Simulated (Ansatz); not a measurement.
# Work function of Pt(111): what the settings cost and change, part 2 of 2

Aim: the work function of Pt(111) across levels of theory at one geometry.

Ansatz 0.2.0; plane-wave DFT, PBE, Ansatz PAW (the session's first sound run).

So far, work function, upper face (eV): step 2 (slab, setting PBE, Ansatz PAW (420 eV)) 5.66; step 5 (RPBE) 5.50; step 6 (r2SCAN) 5.73; step 7 (PBE JTH) 5.67; step 8 (PBE norm-conserving) 5.66.

## (9) Run

This step: plane-wave DFT, LDA, norm-conserving (Ansatz 0.2.0).

input.yaml reads:

```yaml
crystal:
  lattice:
    - [2.7718585823, 0.0, 0.0]
    - [1.3859292911, 2.4004999479, 0.0]
    - [0.0, 0.0, 31.5792783313]
  atoms:
    - { symbol: Pt, position: [0.0, 0.0, 0.2849970131] }
    - { symbol: Pt, position: [0.3333333333, 0.3333333333, 0.3566646754] }
    - { symbol: Pt, position: [0.6666666667, 0.6666666667, 0.4283323377] }
    - { symbol: Pt, position: [0.0, 0.0, 0.5] }
    - { symbol: Pt, position: [0.3333333333, 0.3333333333, 0.5716676623] }
    - { symbol: Pt, position: [0.6666666667, 0.6666666667, 0.6433353246] }
    - { symbol: Pt, position: [0.0, 0.0, 0.7150029869] }
kpoints:
  mp_grid: { grid: [17, 17, 1] }
hamiltonian:
  xc: lda
  pseudopotentials: { kind: nc }
scf:
  occupations: { method: fermi_dirac, width: 0.1 }
  convergence: { dr2_threshold: 1.0e-09 }
efield:
  axis: 3
  dipole_correction: true
  ramp_position: 0.97
  ramp_width: 0.06
output:
  write_potential: true
  write_density: true
  volumetric_format: npy
```

The run is started by

```
> ansatz run input.yaml --threads 4 --pin off --max-ram 6144MiB --backend cpu --events-out ev --progress --plain --runs-dir out
```

Log:

```text
[...]
Crystal: 7 atoms, lattice volume = 210.124 Å³
Basis set: ecut = 1142.878222 eV, 18553 PW (Γ)
Bands: 76, of which v1, the nominal top of the filled ones, is band 63 counted from 1 (62 counted from 0)
Symmetry: 6 space group operations
k-points: 33 of 289 (time reversal used)
[...]
k-point 0: bands = [... 59 lower, 7.1609, 7.1609, 7.5076, 7.5076, 8.0039, 8.0039, 8.4524, 8.4524, ... 9 higher]
  k-point 1: bands = [... 59 lower, 7.1857, 7.2080, 7.5169, 7.5864, 7.8256, 7.9741, 8.0086, 8.4578, ... 9 higher]
  k-point 2: bands = [... 59 lower, 7.0545, 7.2291, 7.2555, 7.5373, 7.5714, 8.0187, 8.2235, 8.4712, ... 9 higher]
  k-point 32: bands = [... 59 lower, 8.2985, 8.3588, 8.4510, 8.5080, 12.8171, 12.8196, 13.3662, 13.4640, ... 9 higher]
[key lines of the parts left out:]
SCF converged after 10 iterations
Free energy (F): -24891.747451 eV
Fermi energy:    8.625665 eV
Dipole field:    D = 0.000001 V/Å  (p = 0.000001 e·Å, saw-weighted, corrected)
Work function:   Φ+ = 6.0563 eV   Φ− = 6.0563 eV
```

Wall time 3.1 min (4 threads of Arm Neoverse N1, shared host); peak memory 3 GiB; 11 min of CPU time.

The work function is 6.056 eV, +0.393 eV from the run “PBE, Ansatz PAW (420 eV)”, at 4.7 times its CPU time.

## (10) Slab, setting PBE, all layers relaxed

This step: plane-wave DFT, PBE, Ansatz PAW (Ansatz 0.2.0).

input.yaml, as its differences from that of step 9:

```diff
@@ -16,4 +16,3 @@
 hamiltonian:
-  xc: lda
-  pseudopotentials: { kind: nc }
+  xc: pbe
 scf:
@@ -26,2 +25,5 @@
   ramp_width: 0.06
+relax:
+  f_tol: 0.01
+  max_steps: 40
 output:
```

Log:

```text
[...]
Crystal: 7 atoms, lattice volume = 210.124 Å³
Basis set: ecut = 420 eV, 4137 PW (Γ), exchange–correlation on 40×40×432 points (8 copies of the dense FFT grid, shifted against one another)
Bands: 76, of which v1, the nominal top of the filled ones, is band 63 counted from 1 (62 counted from 0)
Symmetry: 6 space group operations
[...]
atoms:
    - { symbol: Pt, position: [-4.028656e-19, 1.503515e-18, 0.278820] }
    - { symbol: Pt, position: [0.333333, 0.333333, 0.352996] }
    - { symbol: Pt, position: [0.666667, 0.666667, 0.426427] }
    - { symbol: Pt, position: [0, 0, 0.500000] }
    - { symbol: Pt, position: [0.333333, 0.333333, 0.573573] }
    - { symbol: Pt, position: [0.666667, 0.666667, 0.647004] }
    - { symbol: Pt, position: [4.028657e-19, -1.503515e-18, 0.721180] }
[key lines of the parts left out:]
SCF converged after 9 iterations
Free energy (F): -87660.117640 eV
Fermi energy:    8.859507 eV
Dipole field:    D = 0.000001 V/Å  (p = 0.000001 e·Å, saw-weighted, corrected)
Work function:   Φ+ = 5.7119 eV   Φ− = 5.7120 eV
```

Elapsed: 2.1 min, on 4 threads; peak memory 0.81 GiB; 7.3 min of CPU time.

The relaxation took 4 steps and lowered the energy by 0.084 eV; the largest force on the free atoms ends at 5.3e-4 eV/Å.

The work function is 5.712 eV, +0.049 eV from the run “PBE, Ansatz PAW (420 eV)”, at 3.0 times its CPU time.

## (11) Run

This step: plane-wave DFT, PBE, fully relativistic PAW with spin-orbit coupling (Ansatz 0.2.0).

input.yaml, as its differences from that of step 10:

```diff
@@ -17,2 +17,3 @@
   xc: pbe
+  pseudopotentials: { kind: paw_fr }
 scf:
@@ -25,5 +26,5 @@
   ramp_width: 0.06
-relax:
-  f_tol: 0.01
-  max_steps: 40
+magnetization:
+  noncollinear: true
+  spin_orbit: true
 output:
```

Log:

```text
[...]
non-collinear run that drives no moment, with spin-orbit: no starting moment large enough to seed its density (crystal.atoms[].spin), no starting occupations that ask for one, no magnetisation constraint and no magnetic field, so the semilocal B_xc is pinned to zero
Crystal: 7 atoms, lattice volume = 210.124 Å³
[...]
k-point 1: bands = [... 122 lower, 7.8325, 7.8325, 7.9294, 7.9294, 8.0638, 8.0638, 8.3779, 8.3779, ... 22 higher]
  k-point 2: bands = [... 122 lower, 7.6941, 7.6941, 7.8944, 7.8944, 8.0386, 8.0386, 8.3770, 8.3770, ... 22 higher]
  k-point 32: bands = [... 122 lower, 8.8096, 8.8096, 8.8684, 8.8684, 13.2144, 13.2144, 13.2183, 13.2183, ... 22 higher]
[key lines of the parts left out:]
SCF converged after 13 iterations
Magnetization: |M| = 0.0000 μB,  M = (+0.0000, +0.0000, +0.0000) μB
Free energy (F): -87902.481786 eV
Fermi energy:    8.988625 eV
Dipole field:    D = 0.000001 V/Å  (p = 0.000001 e·Å, saw-weighted, corrected)
Work function:   Φ+ = 5.6273 eV   Φ− = 5.6274 eV
```

It took 5.7 min on 4 threads; peak memory 3.5 GiB; 21 min of CPU time.

The work function is 5.627 eV, -0.036 eV from the run “PBE, Ansatz PAW (420 eV)”, at 8.8 times its CPU time.

## (12) The series together

Times are for 4 threads of Arm Neoverse N1, shared host. The series side by side:

```csv
no.,setting,"work function, upper face (eV)",time,memory (GiB)
1,"PBE, Ansatz PAW (420 eV)",5.663,44 s,0.92
2,"LDA, Ansatz PAW (420 eV)",6.052,47 s,0.9
3,"PBEsol, Ansatz PAW (420 eV)",5.798,49 s,0.91
4,"RPBE, Ansatz PAW (420 eV)",5.498,45 s,0.92
5,"r2SCAN, Ansatz PAW (500 eV)",5.725,2.1 min,1.5
6,"PBE, JTH PAW (750 eV)",5.670,87 s,1.4
7,"PBE, norm-conserving (1143 eV)",5.663,3.1 min,3.0
8,"LDA, norm-conserving (1143 eV)",6.056,3.1 min,3.0
9,"PBE, all layers relaxed",5.712,2.1 min,0.81
10,PBE with spin-orbit coupling (420 eV),5.627,5.7 min,3.5
```

## (13) Varying the input

This step: plane-wave DFT, PBE, Ansatz PAW (Ansatz 0.2.0).

An input spoilt on purpose, to show how the run answers: it repeats the earlier run “PBE, Ansatz PAW (420 eV)” with efield.amplitude to 1.5, and scf.max_iter set to 100; its output block differs too.

input.yaml, as its differences from that of step 11:

```diff
@@ -17,3 +17,2 @@
   xc: pbe
-  pseudopotentials: { kind: paw_fr }
 scf:
@@ -21,2 +20,3 @@
   convergence: { dr2_threshold: 1.0e-09 }
+  max_iter: 100
 efield:
@@ -26,5 +26,3 @@
   ramp_width: 0.06
-magnetization:
-  noncollinear: true
-  spin_orbit: true
+  amplitude: 1.5
 output:
```

Log:

```text
[...]
Crystal: 7 atoms, lattice volume = 210.124 Å³
Basis set: ecut = 420 eV, 4137 PW (Γ)
Bands: 76, of which v1, the nominal top of the filled ones, is band 63 counted from 1 (62 counted from 0)
Symmetry: 6 space group operations
k-points: 33 of 289 (time reversal used)
[...]
SCF iter   1: F=—  HF=-87665.726135 eV  |F-HF|=—  |Δ(HF+E_count)|=         —  Δρ=9.36e-2  dr2=5.40e2  ethr=3.10e-3  p=1.095 e·Å  D=9.43e-1 V/Å  ΔV_dip=-29.78 eV  dr2_dipole=3.68e2  V_vac-E_F(+/−)=12.99/4.14 eV  ⟨swp⟩=9.1  Hψ=11844  notcnv=0  defer=35
[...]
SCF iter  18: F=-87660.725104 eV  HF=-87660.725104 eV  |F-HF|=3.78e-10  |Δ(HF+E_count)|=   1.02e-9  Δρ=4.16e-7  dr2=6.45e-10  ethr=1.00e-12  p=0.924 e·Å  D=7.95e-1 V/Å  ΔV_dip=-25.12 eV  dr2_dipole=4.15e-13  V_vac-E_F(+/−)=14.56/1.52 eV  ⟨swp⟩=13.3  Hψ=8685  notcnv=0
WARN: efield: at this solve's end the planar-averaged density reaches 8.79e-5 e/Å³ inside the ramp window [0.9383, 0.1438] (bound 1e-5 e/Å³); the window's nearer edge stands 4.46 Å from this solve's nearest atom along the axis. Its free energy, forces, stress, dipole, levels and responses can be off, and this figure does not tell by how much. A short vacuum, a low `basis.ecutwfc` or `basis.ecutrho_ratio` and negative occupations (`scf.occupations.method`) can put density there. See the manual's quickstart, § The vacuum guard
SCF 1 converged in 18 iterations: F = -87660.725104 eV  dr2 = 6.45e-10
[...]
SCF converged after 18 iterations
Free energy (F): -87660.725104 eV
[...]
Internal energy: -87660.333067 eV  (E = F + TS)
E sigma→0 (E₀):  -87660.529085 eV
Entropy (-TS):   -0.392037 eV (-56.005 meV/atom)
Fermi energy:    8.833002 eV
Dipole field:    D = 0.795338 V/Å  (p = 0.923560 e·Å, saw-weighted, corrected)
Work function:   not extracted (applied field tilts the vacuum); planar V_es + V_field profile in the machine report
[...]
Vacuum region:   at the solve's end the planar-averaged density reaches 8.79e-5 e/Å³ inside the ramp window [0.9383, 0.1438] (bound 1e-5 e/Å³)
[...]
--- Band table (eV; the first three rows and the last of 33) ---
  k-point 0: bands = [... 59 lower, 7.3577, 7.3577, 7.7067, 7.7067, 8.2031, 8.2031, 8.6488, 8.6488, ... 9 higher]
  k-point 1: bands = [... 59 lower, 7.3819, 7.4059, 7.7156, 7.7806, 7.9829, 8.2076, 8.2158, 8.6542, ... 9 higher]
  k-point 2: bands = [... 59 lower, 7.2384, 7.4247, 7.4637, 7.7349, 7.7897, 8.2173, 8.4373, 8.6676, ... 9 higher]
  k-point 32: bands = [... 59 lower, 8.5111, 8.5737, 8.6636, 8.7232, 13.1088, 13.1102, 13.6544, 13.7582, ... 9 higher]
```

It took 57 s on 4 threads; peak memory 0.9 GiB; 3.4 min of CPU time.

In so strong a field the program warns of density in the ramp of the sawtooth; these numbers are not the system's.

## (14) What came out

```yaml
work_function_pbe_ansatz_paw_420_ev: 5.663 eV
work_function_lda_ansatz_paw_420_ev: 6.052 eV
work_function_rpbe_ansatz_paw_420_ev: 5.498 eV
work_function_r2scan_ansatz_paw_500_ev: 5.725 eV
work_function_lda_norm_conserving_1143_ev: 6.056 eV
work_function_pbe_all_layers_relaxed: 5.712 eV
work_function_pbe_with_spin_orbit_coupling_420_ev: 5.627 eV
```

**Reading.** PBE on the default files gives 5.66 eV, and the settings tried spread the value from 5.50 to 6.06 eV. At one geometry LDA lies 0.39 eV above PBE. The choice of pseudopotentials moves the PBE value by 0.007 eV. Relaxing the layers changes it by +0.049 eV. Spin-orbit coupling, on the fully relativistic files, changes it by -0.04 eV. The ladder's slabs use the tabulated experimental lattice constant (two decimals; a low-temperature value for the alkali metals).

Computed beside measured:

| quantity | measured | PBE, Ansatz PAW (420 eV) | PBEsol, Ansatz PAW (420 eV) | RPBE, Ansatz PAW (420 eV) | LDA, norm-conserving (1143 eV) | PBE, all layers relaxed | PBE with spin-orbit coupling (420 eV) |
| --- | --- | --- | --- | --- | --- | --- | --- |
| work function (clean (111) face, a compiled value) (eV) | 5.91 | 5.66 (-0.25 eV) | 5.80 (-0.11 eV) | 5.50 (-0.41 eV) | 6.06 (+0.15 eV) | 5.71 (-0.20 eV) | 5.63 (-0.28 eV) |

Measured values from arxiv:1902.07811 (2019).

**Verdict.** For the work function, of the levels listed nearest comes PBEsol, Ansatz PAW (420 eV) (-0.11 eV, good agreement) and farthest RPBE, Ansatz PAW (420 eV) (-0.41 eV, fair agreement).

[Long decimals in the printed logs are rounded to 6 places.]

[Logs are printed without paths, hosts, clocks, repeated set-up lines and the standing remarks that a program may print on its own settings, such as how far it seeks lower states.]

[Hosts, paths, dates, database ids (printed as entryN), source tags and the programs' standing remarks are cut or masked in the printed files.]

[Maps of the electrostatic potential energy from Ansatz leave out the sawtooth potential of an applied field or a dipole correction, so their vacuum need not be flat; planar profiles and work functions include it.]
